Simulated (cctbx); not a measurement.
# Reading a Patterson map

Space group P2_1/c (no. 14), a = 7.7200 Å, b = 13.2070 Å, c = 7.9390 Å, α = 90.00°, β = 102.93°, γ = 90.00°, content Tl16 Te8 S4.

Simulated single-crystal data (cctbx): Mo Kα, λ = 0.71073 Å, to d = 0.65 Å, 70 % of the full sphere, strongest reflection 40000 counts, noise from counting, a 3 % proportional error and a noise floor of 8 counts (s.d.); no absorption.

Patterson synthesis, origin scaled to 1000:

```text
Patterson group P 1 2/m 1
      u       v       w   height  length (A)
  0.000   0.000   0.000   1000.0     0.00
  0.000   0.500   0.500    209.5     7.70
  0.109   0.500   0.054    134.3     6.66
  0.000   0.031   0.500    114.8     3.99
  0.000   0.252   0.000    112.0     3.33
  0.448   0.171   0.251    110.2     4.24
  0.113   0.000   0.560    108.4     3.79
  0.016   0.256   0.123    107.9     3.52
  0.000   0.246   0.500    107.9     5.13
  0.458   0.086   0.369    107.3     4.21
  0.111   0.231   0.759    106.4     3.80
  0.000   0.130   0.500    105.5     4.32
  0.327   0.059   0.431    105.4     3.85
  0.246   0.374   0.703    104.9     5.96
```

Q: Assign the vectors.

A peak at u stands for all pairs with xi − xj = u, with weight Σ ZiZj against Σ Z² = 127632 at the origin. Peak heights follow these weights only roughly, since form factors, motion and series ripples differ, all vectors within 0.55 Å of a peak are counted as merged into it though the farther ones add only part of their weight, and F(000) is left out, which lowers the whole map:

| u | v | w | shortest length (Å) | height | 1000 ΣZiZj/ΣZ² | pairs in the cell |
| --- | --- | --- | --- | --- | --- | --- |
| 0.000 | 0.500 | 0.500 | 7.70 | 210 | 206 | 4 × Tl–Tl |
| 0.109 | 0.500 | 0.054 | 6.66 | 134 | 145 | 2 × Tl–Tl, 2 × Te–Te |
| 0.000 | 0.031 | 0.500 | 3.99 | 115 | 188 | 2 × Tl–Tl, 4 × Te–Te |
| 0.000 | 0.252 | 0.000 | 3.33 | 112 | 132 | 4 × Tl–Te |
| 0.448 | 0.171 | 0.251 | 4.24 | 110 | 103 | 2 × Tl–Tl |
| 0.113 | 0.000 | 0.560 | 3.79 | 108 | 103 | 2 × Tl–Tl |
| 0.016 | 0.256 | 0.123 | 3.51 | 108 | 103 | 2 × Tl–Tl |
| 0.000 | 0.246 | 0.500 | 5.13 | 108 | 174 | 4 × Tl–Te, 2 × Te–Te |
| 0.458 | 0.086 | 0.369 | 4.21 | 107 | 145 | 2 × Tl–Tl, 2 × Te–Te |
| 0.111 | 0.231 | 0.759 | 3.80 | 106 | 103 | 2 × Tl–Tl |

The table stops at ten peaks or at a height of 45, below which ripples compete. In the model behind the data Tl, the heaviest element, has 4 independent sites: (0.6690, 0.7308, 0.0385), (0.4429, 0.9991, 0.2201), (0.1296, 0.6849, 0.9118) and (0.1169, 0.9405, 0.7890), up to an allowed shift of origin; the Tl–Tl vectors are differences of these positions and their symmetry mates. The whole model:

| atom | mult. | x | y | z | Ueq (Å²) |
| --- | --- | --- | --- | --- | --- |
| Tl1 | 4 | 0.6690 | 0.7308 | 0.0385 | 0.0030 |
| Tl2 | 4 | 0.4429 | 0.9991 | 0.2201 | 0.0026 |
| Tl3 | 4 | 0.1296 | 0.6849 | 0.9118 | 0.0027 |
| Tl4 | 4 | 0.1169 | 0.9405 | 0.7890 | 0.0030 |
| Te1 | 4 | 0.9068 | 0.6470 | 0.5504 | 0.0027 |
| Te2 | 4 | 0.4541 | 0.7523 | 0.7288 | 0.0033 |
| S1 | 4 | 0.7825 | 0.5445 | 0.0358 | 0.0039 |

This is a model crystal, built by substitution and not relaxed, with assumed displacement parameters.

[Logs are printed without paths, hosts, clocks, repeated set-up lines and the standing remarks that a program may print on its own settings, such as how far it seeks lower states.]
